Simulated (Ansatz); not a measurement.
# What Na3Y (built on the sites of a database entry of Li3Bi) distorts into, part 3 of 3

Wanted: the energy along a soft mode of Na3Y (built on the sites of a database entry of Li3Bi) and the structure at the end.

Ansatz 0.2.0; DFT PBEsol, scalar-relativistic, plane waves, PAW.

So far. Step 5 (Energy along the mode, all amplitudes (two of the runs …): The lowest of the steps tried is at 0.22 Å, 0.231 meV/atom below the parent; the bottom of the well need not coincide with a step. Step 7 (The new phase in its own primitive cell): The largest force component left is 0.20 meV/Å and the pressure is 0.000 GPa, within the tolerances set. The cell now holds 32.95 Å³/atom. The relaxed cell has a, b, c = 5.718, 6.812, 6.769 Å (conventional setting).

The structure was built from a prototype and need not be the compound's stable phase.

**8. Modes of the new phase, k-mesh 6×6×6**

A relaxed structure may still be a saddle point, so its zone-centre modes are computed. No field response is asked, since the mesh shows no gap.

Contents of input.yaml:

```yaml
crystal:
  lattice:
    - [5.7180840231, 0.0, 0.0]
    - [0.0, 6.8117534029, 0.0]
    - [0.0, 0.0, 6.768509385]
  atoms:
    - { symbol: Na, position: [0.5, 0.7536300137, 0.8595874664] }
    - { symbol: Na, position: [0.0, 0.2536300137, 0.1404125336] }
    - { symbol: Na, position: [0.5, 0.0, 0.3124024029] }
    - { symbol: Na, position: [0.0, 0.5, 0.6875975971] }
    - { symbol: Na, position: [0.5, 0.2463699863, 0.8595874664] }
    - { symbol: Na, position: [0.0, 0.7463699863, 0.1404125336] }
    - { symbol: "Y", position: [0.5, 0.5, 0.3984834194] }
    - { symbol: "Y", position: [0.0, 0.0, 0.6015165806] }
kpoints:
  mp_grid: { grid: [6, 6, 6] }
hamiltonian:
  xc: pbesol
scf:
  occupations: { method: methfessel_paxton, width: 0.15 }
output:
  eigenvalues: true
phonons:
  method: dfpt
```

Command:

```console
> ansatz run input.yaml --threads 4 --pin off --max-ram 7168MiB --backend cpu --events-out ev --progress --plain --runs-dir out
```

Numbers of over 12 decimals in the logs are rounded to 6 here.

The log of the run:

```text
zone centre: on kpoints.mp_grid the ground state, and the responses unless they are solved on pairs of k-points, stand on 80 of the mesh's 216 k-points, reduced under 2 symmetry operations, with k and −k counted as one. Each operation leaves every solved displacement unchanged or reverses it
[...]
Crystal: 8 atoms, lattice volume = 263.635 Å³
Basis set: ecut = 420 eV, 5143 PW (Γ), exchange–correlation on 80×96×96 points (8 copies of the dense FFT grid, shifted against one another)
Bands: 46, of which v1, the nominal top of the filled ones, is band 38 counted from 1 (37 counted from 0)
Symmetry: 8 space group operations
k-points: 80 of 216 (irreducible under 2 space group operations, time reversal used)
[...]
SCF iter   1: F=—  HF=-16442.462928 eV  |F-HF|=—  |Δ(HF+E_count)|=         —  Δρ=2.80e-3  dr2=5.01e-2  ethr=1.77e-3  ⟨swp⟩=6.0  Hψ=14072  notcnv=0
[...]
SCF iter  11: F=-16442.450767 eV  HF=-16442.450767 eV  |F-HF|=3.64e-12  |Δ(HF+E_count)|=  7.28e-12  S|Δr|=    0.00e0  Δρ=3.30e-8  dr2=4.75e-12  ethr=1.00e-12  ⟨swp⟩=5.8  Hψ=14167  notcnv=0
SCF 1 converged in 11 iterations: F = -16442.450767 eV  dr2 = 4.75e-12
[...]
DFPT response loops at Γ: preconditioner auto → Kerker (q_TF=auto, 2.217 Å⁻¹) (partly filled bands, converged f_vac=0.000); β = 1.00, the filter's whole step (`scf.mixing.beta` (0.50) is not read by the response loops under this deck's `scf.mixing.preconditioner`; to damp them name `kerker` or `kerker_dos`, under which they read `scf.mixing.beta`, and type it under 1.00, their step now; both keys bind the ground state too); Broyden in place of MSR1
SCF converged after 11 iterations
[...]
Free energy (F): -16442.450767 eV
[...]
Internal energy: -16442.456746 eV  (E = F + TS)
E sigma→0 (E₀):  -16442.452262 eV
Entropy (-TS):   0.005980 eV (0.747 meV/atom)
Fermi energy:    3.956706 eV
[...]
--- Band table (eV; the first three rows and the last of 80) ---
  k-point 0: bands = [... 34 lower, 3.1359, 3.2795, 3.5817, 3.7819, 4.1649, 4.3068, 4.5925, 4.6137, ... 4 higher]
  k-point 1: bands = [... 34 lower, 2.9451, 3.5682, 3.6506, 4.0944, 4.1767, 4.2073, 4.3439, 4.7311, ... 4 higher]
  k-point 2: bands = [... 34 lower, 3.1472, 3.5421, 3.8620, 4.0984, 4.1530, 4.2011, 4.4952, 4.5564, ... 4 higher]
  k-point 79: bands = [... 34 lower, 2.7179, 2.7179, 3.0852, 3.0852, 3.1100, 3.1100, 4.6977, 4.6977, ... 4 higher]
--- Phonons (Γ-DFPT): 9 representative perturbations + reference, on 80 of 216 k-points (Σ response iterations 29) ---
  k mesh reduced under 2 symmetry operations, with k and −k counted as one. Each operation leaves every solved displacement unchanged or reverses it
  ASR residual: 4.064e-5 → 0.000e0 eV/Å²; symmetrization residual: 2.116e-6 eV/Å²
  ASR residual per site (eV/Å²): 4.06e-5 4.06e-5 1.59e-5 1.59e-5 4.06e-5 4.06e-5 3.47e-5 3.47e-5
  Γ frequencies (cm⁻¹): -51.15 0.00 0.00 0.00 31.53 56.46 74.74 76.32 91.35 99.85 108.25 114.08 116.14 121.09 125.64 131.66 136.08 145.99 155.71 162.71 165.44 167.29 169.49 170.63
  non-analytic LO–TO correction: not included (Born effective charges unavailable; polar crystals: no LO–TO splitting at Γ)
```

Elapsed: 4.8 min, on 4 threads of Arm Neoverse V1, shared host; peak memory 2.9 GiB; 19 min of CPU time.

This step gave:

| Item | Value |
| --- | --- |
| sum-rule residual before enforcement | 4.06e-5 eV/Å² |
| point group | mmm |
| highest optical mode at the zone centre (no LO-TO term) | 170.6 cm⁻¹ |
| lowest optical zone-centre mode | -51.15 cm⁻¹ |

Patterns of degenerate modes are one choice out of their space. The modes at Γ (shares of kinetic energy by element, %) (negative means imaginary):

```
mode  frequency (cm⁻¹)  symmetry  Na %  Y %
   1             -51.1       B3g    20   80
   2               0.0  acoustic    44   56
   3               0.0  acoustic    44   56
   4               0.0  acoustic    44   56
   5              31.5       B2g     9   91
   6              56.5       B3g    97    3
   7              74.7        Ag    12   88
   8              76.3       B2u    85   15
   9              91.3        Au   100    0
  10              99.8        Ag    98    2
  11             108.2       B1u    73   27
  12             114.1       B3u    64   36
  13             116.1       B2u    87   13
  14             121.1       B2g    97    3
  15             125.6       B1u    84   16
  16             131.7       B3g    98    2
  17             136.1        Ag    97    3
  18             146.0       B1g   100    0
  19             155.7       B3u    92    8
  20             162.7        Ag    93    7
  21             165.4       B3g    85   15
  22             167.3       B1u    99    1
  23             169.5       B2g    94    6
  24             170.6       B2u    85   15
```

Displacements in mode 1 (-51.1 cm⁻¹), the largest set to 1:
```
Na1  0.00 -0.20  0.32
Na2  0.00  0.20  0.32
Na3  0.00  0.82  0.00
Na4  0.00 -0.82  0.00
Na5  0.00 -0.20 -0.32
Na6  0.00  0.20 -0.32
Y7   0.00  1.00  0.00
Y8   0.00 -1.00  0.00
```

Displacements in mode 23 (169.5 cm⁻¹), the largest set to 1:
```
Na1 -0.77  0.00  0.00
Na2  0.77  0.00  0.00
Na3 -1.00  0.00  0.00
Na4  1.00  0.00  0.00
Na5 -0.77  0.00  0.00
Na6  0.77  0.00  0.00
Y7  -0.19  0.00  0.00
Y8   0.19  0.00  0.00
```

Before it was imposed, the acoustic sum rule was missed by 4.1e-5 eV/Å². Small misses are needed for a sound result but don't prove that mesh and cutoff are converged. The lowest optical mode is imaginary, 51.1i cm⁻¹, so the energy falls along it.

**9. What came out**

| Item | Value |
| --- | --- |
| unstable mode of the parent | q = (0, -0.5, -0.5), 15i cm⁻¹ |
| depth at the lowest point sampled | 0.231 meV/atom |
| largest atomic shift at that point | 0.22 Å |
| space group reached (within 0.01 Å) | Pmmn |
| energy gained over the parent (first relaxation, on the mesh of the frozen mode) | 44.6 meV/atom |
| volume per atom, phase reached | 33.0 Å³ |
| lowest optical zone-centre mode, phase reached | -51.1 cm⁻¹ |
| highest optical mode at the zone centre (no LO-TO term), phase reached | 171 cm⁻¹ |

In words: Along this mode the structure falls into Pmmn, 44.6 meV/atom below the parent. At the parent's cell the well is 0.231 meV/atom deep on the steps tried, with its lowest point at a shift of 0.22 Å. Relaxing atoms and cell changes the gain by +44.40 meV/atom against the lowest step (energies at zero smearing). Most of the total comes from this relaxation. The new phase still has an imaginary mode at the zone centre of its cell, so it is a saddle point on the way to a lower structure. How so shallow a well moves with the k mesh was not tested. Of the 3 patterns followed to their end from this parent, this one ends 94.9 meV/atom above the lowest, Pmmm. Each path keeps the symmetry of its pattern, so a lower phase may lie along a pattern not tried. With no gap, or one that is small against the smearing, the frequencies hang on the k mesh and the smearing, most of all near Kohn anomalies. The starting cell was built on a prototype and not taken from a measurement, so the phase need not exist.

[Logs are printed without paths, hosts, clocks, repeated set-up lines and the standing remarks that a program may print on its own settings, such as how far it seeks lower states.]

[Hosts, paths, dates, database ids (printed as entryN), source tags and the programs' standing remarks are cut or masked in the printed files.]
